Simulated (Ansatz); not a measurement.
# AgO (F-43m): a soft mode frozen in

Aim: this structure of AgO (F-43m) is to be tested for unstable modes, and one is followed downhill.

Program: Ansatz 0.2.0. Level of theory: DFT PBEsol, scalar-relativistic, plane waves, PAW; PAW set soft_1. Values are calculated unless marked as measured.

## (1) Starting point

The structure is cubic, space group F-43m (No. 216). The conventional cell has a = 4.950 Å, b = 4.950 Å, c = 4.950 Å, α = 90.00°, β = 90.00°, γ = 90.00°. Ag has 4 O at 2.14 Å nearest. Nearest to O lie 4 Ag at 2.14 Å. Farther neighbours, and contacts between anions beyond the nearest, are not listed.

Structure file:

```cif
data_structure
_symmetry_space_group_name_H-M 'P 1'
_symmetry_Int_Tables_number 1
_cell_length_a 3.5002
_cell_length_b 3.5002
_cell_length_c 3.5002
_cell_angle_alpha 60.000
_cell_angle_beta 60.000
_cell_angle_gamma 60.000
_cell_volume 30.32
loop_
_atom_site_label
_atom_site_type_symbol
_atom_site_fract_x
_atom_site_fract_y
_atom_site_fract_z
_atom_site_occupancy
Ag1 Ag 0.00000 0.00000 0.00000 1
O2 O 0.25000 0.25000 0.25000 1
```

## (2) The dispersion

Stability and thermal properties need the whole zone. Linear response on a 4×4×4 q mesh gives force constants as far as a supercell of that size would.

Input file input.yaml:

```yaml
crystal:
  lattice:
    - [0.0, 2.4749891092, 2.4749891092]
    - [2.4749891092, 0.0, 2.4749891092]
    - [2.4749891092, 2.4749891092, 0.0]
  atoms:
    - { symbol: Ag, position: [0.0, 0.0, 0.0] }
    - { symbol: O, position: [0.25, 0.25, 0.25] }
kpoints:
  mp_grid: { grid: [16, 16, 16] }
hamiltonian:
  xc: pbesol
  pseudopotentials: { kind: paw, azcp: { folder: soft_1 }, xc_functional: pbe }
scf:
  occupations: { method: methfessel_paxton, width: 0.2 }
output:
  eigenvalues: true
phonons:
  method: dfpt
  qmesh: [4, 4, 4]
  temperatures: { t_max: 1000, t_step: 50 }
  qpath:
    path:
      - [[0.0, 0.0, 0.0], [-0.5, -0.5, 0.0], [-0.375, -0.375, 0.25]]
      - [[-0.375, 0.0, 0.375], [0.0, 0.0, 0.0], [0.0, 0.0, 0.5], [-0.5, -0.25, 0.25], [-0.5, -0.5, 0.0]]
    npoints: 10
```

On the command line:

```bash
$ ansatz run input.yaml --threads 4 --pin off --max-ram 10240MiB --backend cpu --events-out ev --progress --plain --runs-dir out
```

Standard output:

```text
Engine: ansatz 0.2.0, aarch64-unknown-linux-gnu
Pseudopotentials: kind: paw
Pseudopotential: Ag, paw, valence charge 19, recommended cutoff 420 eV (normal), soft_1/Ag.paw.azcp
Pseudopotential: O, paw, valence charge 6, recommended cutoff 420 eV (normal), soft_1/O.paw.azcp
Functional definition: PBEsol
  exchange = pbesol_x
  correlation = pbesol_c
Crystal: 2 atoms, lattice volume = 30.321 Å³
Basis set: ecut = 420 eV, 609 PW (Γ), exchange–correlation on 48×48×48 points (8 copies of the dense FFT grid, shifted against one another)
Bands: 17, of which v1, the nominal top of the filled ones, is band 13 counted from 1 (12 counted from 0)
Symmetry: 24 space group operations
k-points: 145 of 4096 (time reversal used)
Non-local potential: Ag, projectors of the file, l = 0: 3, l = 1: 2, l = 2: 2, l = 3: 1
Non-local potential: O, projectors of the file, l = 0: 2, l = 1: 2, l = 2: 1
PAW form: soft (Blöchl's): semilocal exchange-correlation on the pseudo side does not see the compensation charge
PAW frozen core: Ag, regenerated for the run's functional, and the local potential with it (the file was generated under x = pbe(κ = 0.804, μ = 0.219515), c = pbe(β = 0.066725))
PAW frozen core: O, regenerated for the run's functional, and the local potential with it (the file was generated under x = pbe(κ = 0.804, μ = 0.219515), c = pbe(β = 0.066725))
PAW one-centre angular grid: Ag, 590 points (default); XC on 64 Gauss nodes
PAW one-centre angular grid: O, 110 points (default); XC on 64 Gauss nodes
Initial density: superposition of atomic densities (chi_scale 0.1, normalization cell, long waves kept (reshape's long-wave potential 0.00 eV rms))
Initial wavefunctions: pseudopotential atomic-orbital guess
Functional: x = pbesol(κ = 0.804, μ = 0.123457), c = pbesol(β = 0.046)
SCF iter   1: F=—  HF=-8080.273243 eV  |F-HF|=—  |Δ(HF+E_count)|=         —  Δρ=6.99e-2  dr2=1.04e0  ethr=3.10e-3  ⟨swp⟩=4.3  Hψ=10632  notcnv=0
preconditioner: auto → LDOS  [metal: Δε(μ)=0.012 eV  Ē_g=13.434 eV  σ=0.200 eV  W_gap=0.05  n_scr=14 (ndim 8)  ℏωp=27.8 eV  f_vac=0.043  D(μ)=2.24/eV (n_scr^D=26)  β→1.0]
SCF iter   2: F=—  HF=-8080.149700 eV  |F-HF|=—  |Δ(HF+E_count)|=   1.24e-1  S|Δr|=    0.00e0  Δρ=1.69e-2  dr2=1.13e-1  ethr=3.10e-3  ⟨swp⟩=2.4  Hψ=4672  notcnv=0
SCF iter   3: F=—  HF=-8080.140593 eV  |F-HF|=—  |Δ(HF+E_count)|=   9.11e-3  S|Δr|=    0.00e0  Δρ=1.30e-2  dr2=5.38e-2  ethr=4.50e-4  ⟨swp⟩=1.0  Hψ=2465  notcnv=0
SCF iter   4: F=—  HF=-8080.132025 eV  |F-HF|=—  |Δ(HF+E_count)|=   8.57e-3  S|Δr|=    0.00e0  Δρ=4.82e-3  dr2=7.08e-3  ethr=2.15e-4  ⟨swp⟩=1.0  Hψ=2467  notcnv=0
SCF iter   5: F=—  HF=-8080.130446 eV  |F-HF|=—  |Δ(HF+E_count)|=   1.58e-3  S|Δr|=    0.00e0  Δρ=1.32e-3  dr2=3.76e-4  ethr=2.83e-5  ⟨swp⟩=2.7  Hψ=4109  notcnv=0
SCF iter   6: F=—  HF=-8080.130390 eV  |F-HF|=—  |Δ(HF+E_count)|=   5.55e-5  S|Δr|=    0.00e0  Δρ=1.30e-4  dr2=2.52e-6  ethr=1.50e-6  ⟨swp⟩=2.5  Hψ=4492  notcnv=0
SCF iter   7: F=—  HF=-8080.130382 eV  |F-HF|=—  |Δ(HF+E_count)|=   7.69e-6  S|Δr|=    0.00e0  Δρ=1.90e-5  dr2=7.81e-8  ethr=1.01e-8  ⟨swp⟩=2.0  Hψ=3696  notcnv=0
SCF iter   8: F=—  HF=-8080.130382 eV  |F-HF|=—  |Δ(HF+E_count)|=   1.17e-8  S|Δr|=    0.00e0  Δρ=1.86e-6  dr2=1.04e-9  ethr=3.13e-10  ⟨swp⟩=2.0  Hψ=3578  notcnv=0
SCF iter   9: F=-8080.130382 eV  HF=-8080.130382 eV  |F-HF|=5.46e-12  |Δ(HF+E_count)|=  5.09e-11  S|Δr|=    0.00e0  Δρ=1.35e-7  dr2=3.57e-12  ethr=1.00e-12  ⟨swp⟩=4.0  Hψ=11995  notcnv=0
the search or the solves at the SCF's close seem to have found levels that the self-consistency loop had missed (the run counts 1). By its estimate they hold under 1e-12 electrons; where the run keeps them, the occupations were computed again with them
SCF 1 converged in 9 iterations: F = -8080.130382 eV  dr2 = 3.57e-12
  greatest PAW one-centre occupation: 1.001 electrons in one spin orbital (limit 2), on the Ag atom at site 0 (counted from 0), in its partial waves of l = 0
phonons: the bands overlap, so this run is a metal and interpolates without the dipole-dipole term. If the crystal is really an insulator or semiconductor, its LO-TO splitting is missing
NSCF: frozen V_eff on 145 k-points
NSCF: frozen V_eff on 349 k-points
DFPT response loops at q = (0, 0, 0) (fractional): preconditioner auto → Kerker (q_TF=auto, 2.642 Å⁻¹) (partly filled bands, converged f_vac=0.081); β = 1.00, the filter's whole step (`scf.mixing.beta` (0.50) is not read by the response loops under this deck's `scf.mixing.preconditioner`; to damp them name `kerker` or `kerker_dos`, under which they read `scf.mixing.beta`, and type it under 1.00, their step now; both keys bind the ground state too); Broyden in place of MSR1
NSCF: frozen V_eff on 4352 k-points
DFPT response loops at q = (0, 0, 0.25) (fractional): mixed as the last ones told, above
NSCF: frozen V_eff on 2196 k-points
DFPT response loops at q = (0, 0, -0.5) (fractional): mixed as the last ones told, above
NSCF: frozen V_eff on 2320 k-points
DFPT response loops at q = (0, 0.25, 0.25) (fractional): mixed as the last ones told, above
NSCF: frozen V_eff on 8192 k-points
DFPT response loops at q = (0, 0.25, -0.5) (fractional): mixed as the last ones told, above
NSCF: frozen V_eff on 4352 k-points
DFPT response loops at q = (0, 0.25, -0.25) (fractional): mixed as the last ones told, above
NSCF: frozen V_eff on 1242 k-points
DFPT response loops at q = (0, -0.5, -0.5) (fractional): mixed as the last ones told, above
NSCF: frozen V_eff on 2320 k-points
DFPT response loops at q = (0.25, -0.5, -0.25) (fractional): mixed as the last ones told, above
SCF converged after 9 iterations
Stability not checked: this state was not tested for a lower state beside it, because cold or Methfessel-Paxton smearing, or corrected tetrahedra, fill the levels in a way that the test cannot read (fill_not_monotonic; see scf.lower_state_search)
Free energy (F): -8080.130382 eV
Harris-Foulkes:  -8080.130382 eV  (|F-HF|=5.46e-12)
Internal energy: -8080.128520 eV  (E = F + TS)
E sigma→0 (E₀):  -8080.129917 eV
Entropy (-TS):   -0.001862 eV (-0.931 meV/atom)
Fermi energy:    9.496082 eV
--- Per-component energies (eV) ---
  E_band       = -351.871129
  E_kinetic    = 630.260958
  E_local      = -2990.459910  (includes V_loc(G=0)·N_el)
  E_nonlocal   = 88.149705
  E_hartree    = 1373.739163
  E_xc         = -226.088966
  E_vxc        = -288.054189  (∫ρ·V_xc dr)
  E_paw        = -4042.646945  (= ΣΔE_a)
  E_vpaw       = -539.247239  (= ΣTr[D̂ρ^β])
  E_aug_tail   = 0.001111  (compensation charges beyond the density's cutoff)
  E_ewald      = -2913.441665
  E_core_change = 0.358028  (= ΣΔE_core)
  E_smearing   = -0.001862  (= −TS)
  E_closure    = 0.000000  (closes the sum)
  Σ components = -8080.130382   (vs F -8080.130382, Δ=0.00e0)
--- Band table (eV; the first three rows and the last of 145) ---
  k-point 0: bands = [... 9 lower, 6.5158, 9.7789, 10.3181, 10.3181, 10.3181, 23.1411, 23.1411, 23.1411]
  k-point 1: bands = [... 9 lower, 6.5106, 9.7113, 10.2952, 10.2952, 10.4287, 22.6854, 23.1721, 23.1721]
  k-point 2: bands = [... 9 lower, 6.4995, 9.4803, 10.2263, 10.2263, 10.7775, 21.6542, 23.2455, 23.2455]
  k-point 144: bands = [... 9 lower, 7.1376, 7.1930, 7.2573, 8.8830, 16.9865, 18.0861, 19.3917, 19.9538]
--- Phonons (Γ-DFPT): 2 representative perturbations + reference (Σ response iterations 7) ---
  ASR residual: 7.662e-5 → 0.000e0 eV/Å²; symmetrization residual: 5.959e-7 eV/Å²
  ASR residual per site (eV/Å²): 7.66e-5 7.46e-7
  Γ frequencies (cm⁻¹): 0.00 0.00 0.00 201.59 201.59 201.59
--- Phonons (arbitrary-q DFPT): 8 irreducible q on the 4×4×4 mesh ---
  q = [0.0000, 0.0000, 0.0000] (star 1, of the zone-centre solve; hermiticity 5.72e-7, symmetrization 4.36e-12): -0.00 -0.00 0.00 201.59 201.59 201.59
  q = [0.0000, 0.0000, 0.2500] (star 8, 2 solved perturbations on 2176 of 4096 k-point pairs; hermiticity 9.72e-7, symmetrization 3.45e-9): -21.97 -21.97 91.79 260.78 261.32 261.32
  q = [0.0000, 0.0000, -0.5000] (star 4, 2 solved perturbations on 1098 of 4096 k-point pairs; hermiticity 2.83e-4, symmetrization 1.60e-4): -37.47 -37.47 133.34 292.04 292.04 372.91
  q = [0.0000, 0.2500, 0.2500] (star 6, 4 solved perturbations in 3616 linear systems a pass and spin channel, the states on 1160 of 4096 k-point pairs; hermiticity 5.23e-7, symmetrization 2.08e-8): -30.73 -30.73 110.71 257.68 276.69 276.69
  q = [0.0000, 0.2500, -0.5000] (star 24, 4 solved perturbations in 12544 linear systems a pass and spin channel, the states on 4096 of 4096 k-point pairs; hermiticity 7.51e-7, symmetrization 2.72e-9): -39.67 -39.49 137.21 278.15 313.90 345.63
  q = [0.0000, 0.2500, -0.2500] (star 12, 4 solved perturbations in 6672 linear systems a pass and spin channel, the states on 2176 of 4096 k-point pairs; hermiticity 5.15e-5, symmetrization 1.88e-5): -57.64 -30.97 127.89 266.03 283.81 326.71
  q = [0.0000, -0.5000, -0.5000] (star 3, 4 solved perturbations in 1940 linear systems a pass and spin channel, the states on 621 of 4096 k-point pairs; hermiticity 5.07e-7, symmetrization 8.56e-9): -54.26 -54.26 146.89 234.99 338.47 338.47
  q = [0.2500, -0.5000, -0.2500] (star 6, 4 solved perturbations in 3498 linear systems a pass and spin channel, the states on 1160 of 4096 k-point pairs; hermiticity 2.13e-4, symmetrization 1.07e-4): -71.98 -32.01 140.78 284.13 315.27 346.32
  sum rule: each row above includes the acoustic sum rule's correction from the zone centre's row sums; it moved no ω² by more than (0.44 cm⁻¹)²
  mesh force constants: q→R imaginary residual 3.09e-18; ASR residual 7.662e-5 → 0.000e0 eV/Å²; symmetrization residual 3.553e-15 eV/Å²
  interpolated dispersion: 62 rows × 6 modes
  density of states and harmonic sums: on the 24×24×24 q-mesh, interpolated from the force constants of a 4×4×4 supercell (no non-analytic term)
  largest difference from the sums on the solved wave vectors: F 2.71e-2 eV, S 3.35e-5 and C_V 6.43e-6 eV/K
  zero-point energy: 0.063061 eV/cell   skipped modes (ω ≤ 0): 794, of them read as no rigid motion or as one in doubt: 791 (1.941e0 modes/cell left out, lowest -71.98 cm⁻¹)   left out of the sums: 3.24e-1 of the cell's modes: C_V's classical limit lies that fraction below 3 k_B per atom; for a crystal, a wire or a layer, F and S can be off by more, and a phonons.interpolated_qmesh denser along its periods is the remedy for the sampling
```

Run time: 7 min. Hardware: 4 threads of Arm Neoverse V1, shared host; peak memory 4.3 GiB.

Read from the output:

* volume per atom: 15.16 Å³
* gap on the k-mesh: 0 eV
* sum-rule residual before enforcement: 7.66e-5 eV/Å²
* lowest frequency on the path: -71.98 cm⁻¹
* point group: -43m
* highest frequency on path, mesh or solved points: 372.9 cm⁻¹
* highest optical mode at the zone centre (no LO-TO term): 201.6 cm⁻¹
* lowest optical zone-centre mode: 201.6 cm⁻¹
* lowest mode on the q mesh (acoustic modes at Γ apart): -71.98 cm⁻¹

Frequencies (cm⁻¹) solved at each irreducible wavevector; negative means imaginary. Frequencies by wavevector, by row:

```csv
q in reciprocal lattice units,star,mode 1,mode 2,mode 3,mode 4,mode 5,mode 6
0 0 0,1,0,0,0,201.6,201.6,201.6
0 0 0.25,8,-22,-22,91.8,260.8,261.3,261.3
0 0 -0.5,4,-37.5,-37.5,133.3,292,292,372.9
0 0.25 0.25,6,-30.7,-30.7,110.7,257.7,276.7,276.7
0 0.25 -0.5,24,-39.7,-39.5,137.2,278.1,313.9,345.6
0 0.25 -0.25,12,-57.6,-31,127.9,266,283.8,326.7
0 -0.5 -0.5,3,-54.3,-54.3,146.9,235,338.5,338.5
0.25 -0.5 -0.25,6,-72,-32,140.8,284.1,315.3,346.3
```

Interpolated from a 4×4×4 q mesh. Phonon branches along the path, in cm⁻¹:

```csv
point,branch 1,branch 2,branch 3,branch 4,branch 5,branch 6
Γ,0,0,0,202,202,202
halfway,-31,-31,111,258,277,277
X,-54,-54,147,235,338,338
halfway,-55,-52,146,250,336,341
U,-53,-46,144,274,324,345
jump to K,-53,-46,144,274,324,345
halfway,-48,-14,108,245,271,294
Γ,0,0,0,202,202,202
halfway,-22,-22,92,261,261,261
L,-38,-38,133,292,292,373
halfway,-47,-33,138,284,304,356
W,-72,-32,141,284,315,346
halfway,-64,-42,144,261,330,344
X,-54,-54,147,235,338,338
```

The phonon branches as a text plot (rows in cm⁻¹):

```
    364 |                                       *******
    345 |           *********                  *       **********
    327 |         **   ****  **               *             ***
    308 |        *         *   *                     *******
    289 |       *           *** *            ***************
    271 |      **        *********           *              **
    252 |    *** ***   **      *****       **                 *
    234 |   *       ***          *  *     **                   **
    215 | **                      ****  ***
    197 |*                           ****
    178 |
    160 |
    141 |        ************                    ****************
    123 |       *            ***              ***
    104 |      *                *            *
     86 |    **                  *         **
     67 |   *                     **      *
     48 |  *                        *    *
     30 | *                          *  *
     11 |                        *****  ***
     -7 |****                   *   ****   *
    -26 |    ***             ***  **        ***     ********
    -44 |       *****  ******   **             ********     ****
    -63 |            ***** *****                       **********
         Γ           X  U|K            Γ         L        W     X
```

Symmetry leaves 8 wavevectors to solve. The lowest mode among them, the acoustic zeros apart, lies at q = (0.25, -0.5, -0.25) and is imaginary, 72.0i cm⁻¹, so the energy falls along it.

## (3) The mode frozen in, largest atomic shift 0 Å

The mode followed lies at q = (0, 0.25, -0.25) with frequency 57.6i cm⁻¹, one of the unstable modes though not the softest. At small amplitude the pattern taken leaves space group no. 25 by a symmetry search on the positions. The undistorted cell that holds it gives the zero of energy on the same k mesh.

System of this step: AgO. The structure is cubic, space group F-43m (No. 216). Conventional cell: a = 4.950 Å, b = 4.950 Å, c = 4.950 Å, α = 90.00°, β = 90.00°, γ = 90.00°. Ag has 4 O at 2.14 Å nearest. Nearest to O lie 4 Ag at 2.14 Å. Farther neighbours, and contacts between anions beyond the nearest, are not listed.

input.yaml, the sections that differ from step 2:

```yaml
crystal:
  lattice:
    - [0.0, 2.4749891092, 2.4749891092]
    - [-4.9499782184, 0.0, 0.0]
    - [0.0, -4.9499782184, 4.9499782184]
  atoms:
    - { symbol: Ag, position: [0.0, 0.0, 0.0] }
    - { symbol: Ag, position: [0.0, 0.0, 0.5] }
    - { symbol: Ag, position: [0.5, 0.5, 0.25] }
    - { symbol: Ag, position: [0.5, 0.5, 0.75] }
    - { symbol: O, position: [0.5, 0.75, 0.0] }
    - { symbol: O, position: [0.5, 0.75, 0.5] }
    - { symbol: O, position: [0.0, 0.25, 0.25] }
    - { symbol: O, position: [0.0, 0.25, 0.75] }
kpoints:
  mp_grid: { grid: [10, 8, 6] }
output:
  forces: true
  stress: true
  eigenvalues: true
# hamiltonian, scf: as in step 2
# phonons: removed
```

Standard output:

```text
[...]
Crystal: 8 atoms, lattice volume = 121.286 Å³
Basis set: ecut = 420 eV, 2377 PW (Γ), exchange–correlation on 48×72×96 points (8 copies of the dense FFT grid, shifted against one another)
Bands: 60, of which v1, the nominal top of the filled ones, is band 50 counted from 1 (49 counted from 0)
Symmetry: 16 space group operations
[...]
k-point 0: bands = [... 46 lower, 8.4810, 9.6155, 9.6155, 9.7790, 10.3182, 10.3182, 10.3188, 14.4676, ... 6 higher]
  k-point 1: bands = [... 46 lower, 8.8826, 9.3439, 9.7037, 9.8479, 10.2632, 10.3040, 10.4592, 13.3948, ... 6 higher]
  k-point 2: bands = [... 46 lower, 9.0478, 9.3395, 9.4783, 10.0329, 10.0829, 10.2561, 10.8859, 12.4096, ... 6 higher]
  k-point 119: bands = [... 46 lower, 8.6261, 8.6261, 9.1942, 9.1942, 9.1942, 9.1942, 16.0702, 16.0702, ... 6 higher]
[key lines of the parts left out:]
SCF converged after 8 iterations
Free energy (F): -32320.520951 eV
Fermi energy:    9.496006 eV
P = ⅓ Tr σ = 0.0010 GPa (0.010 kbar)
```

It took 20 s on 4 threads; peak memory 0.81 GiB.

Read from the output:

```yaml
pressure: 0.001030 GPa
energy_from_the_undistorted_cell: 0 meV/atom
```

The run ends at a pressure of 0.00 GPa, with forces up to 0.0055 eV/Å.

## (4) The mode frozen in, largest atomic shift 0.22 Å

The atoms are moved along the unstable eigenvector, the largest shift by 0.22 Å, with the cell fixed.

input.yaml, the sections that differ from step 3:

```yaml
crystal:
  lattice:
    - [0.0, 2.4749891092, 2.4749891092]
    - [-4.9499782184, 0.0, 0.0]
    - [0.0, -4.9499782184, 4.9499782184]
  atoms:
    - { symbol: Ag, position: [0.0, 0.0, 0.0214200314] }
    - { symbol: Ag, position: [0.0, 0.0, 0.4785799686] }
    - { symbol: Ag, position: [0.5, 0.5441025888, 0.25] }
    - { symbol: Ag, position: [0.5, 0.4558974112, 0.75] }
    - { symbol: O, position: [0.5, 0.75, -0.0314271063] }
    - { symbol: O, position: [0.5, 0.75, 0.5314271063] }
    - { symbol: O, position: [0.0, 0.274106376, 0.25] }
    - { symbol: O, position: [0.0, 0.225893624, 0.75] }
# kpoints, hamiltonian, scf, output: as in step 3
```

Standard output:

```text
[...]
Crystal: 8 atoms, lattice volume = 121.286 Å³
Basis set: ecut = 420 eV, 2377 PW (Γ), exchange–correlation on 48×72×96 points (8 copies of the dense FFT grid, shifted against one another)
Bands: 60, of which v1, the nominal top of the filled ones, is band 50 counted from 1 (49 counted from 0)
Symmetry: 4 space group operations
[...]
k-points: 120 of 480 (time reversal used)
[...]
k-point 0: bands = [... 46 lower, 8.7977, 9.4954, 9.5253, 9.8569, 10.0701, 10.0943, 10.2363, 14.0311, ... 6 higher]
  k-point 1: bands = [... 46 lower, 8.8801, 9.2416, 9.6978, 9.7427, 10.0552, 10.2193, 10.3267, 13.3011, ... 6 higher]
  k-point 2: bands = [... 46 lower, 8.9542, 8.9761, 9.5570, 9.9295, 9.9382, 10.1665, 10.7960, 12.4460, ... 6 higher]
  k-point 119: bands = [... 46 lower, 8.5750, 8.6214, 8.8382, 9.0759, 9.1803, 9.4507, 15.1255, 15.4759, ... 6 higher]
[key lines of the parts left out:]
SCF converged after 12 iterations
Free energy (F): -32320.561426 eV
Fermi energy:    9.468286 eV
P = ⅓ Tr σ = -1.9766 GPa (-19.766 kbar)
```

It took 26 s on 4 threads; peak memory 0.82 GiB.

This step gave:

```yaml
pressure: -1.977 GPa
energy_from_the_undistorted_cell: -5.243 meV/atom
```

The energy, extrapolated to zero smearing, is -5.24 meV/atom against the undistorted cell.

The run ends at a pressure of -1.98 GPa, with forces up to 0.41 eV/Å.

## (5) Energy along the mode, all amplitudes (two of the runs are shown above)

An imaginary frequency means negative curvature, so the energy should fall and then rise again as anharmonic terms take over.

This step gave:

```
depth at the lowest point sampled  : 5.243 meV/atom
largest atomic shift at that point : 0.22 Å
```

The energy from the parent by largest atomic shift:

```csv
largest atomic shift (Å),energy from the parent (meV/atom)
0.000,0
0.040,-0.455
0.080,-1.63
0.140,-3.85
0.220,-5.24
0.320,2.52
0.450,40.0
```

Displacement at unit largest shift by atom:

```csv
atom,x (Å),y (Å),z (Å),size
Ag1,0.000,-0.482,0.482,0.682
Ag2,0.000,0.482,-0.482,0.682
Ag3,-0.992,0.000,0.000,0.992
Ag4,0.992,0.000,0.000,0.992
O5,0.000,0.707,-0.707,1.000
O6,0.000,-0.707,0.707,1.000
O7,-0.542,0.000,0.000,0.542
O8,0.542,0.000,0.000,0.542
```

The lowest step is at 0.22 Å, 5.24 meV/atom below the parent, and the energy rises beyond it.

[end of part 1 of 3]

[Long decimals in the printed logs are rounded to 6 places.]

[Logs are printed without paths, hosts, clocks, repeated set-up lines and the standing remarks that a program may print on its own settings, such as how far it seeks lower states.]

[Hosts, paths, dates, database ids (printed as entryN), source tags and the programs' standing remarks are cut or masked in the printed files.]

[Where the starting crystal was built by hand or by swapping elements, it need not be the compound's stable phase.]
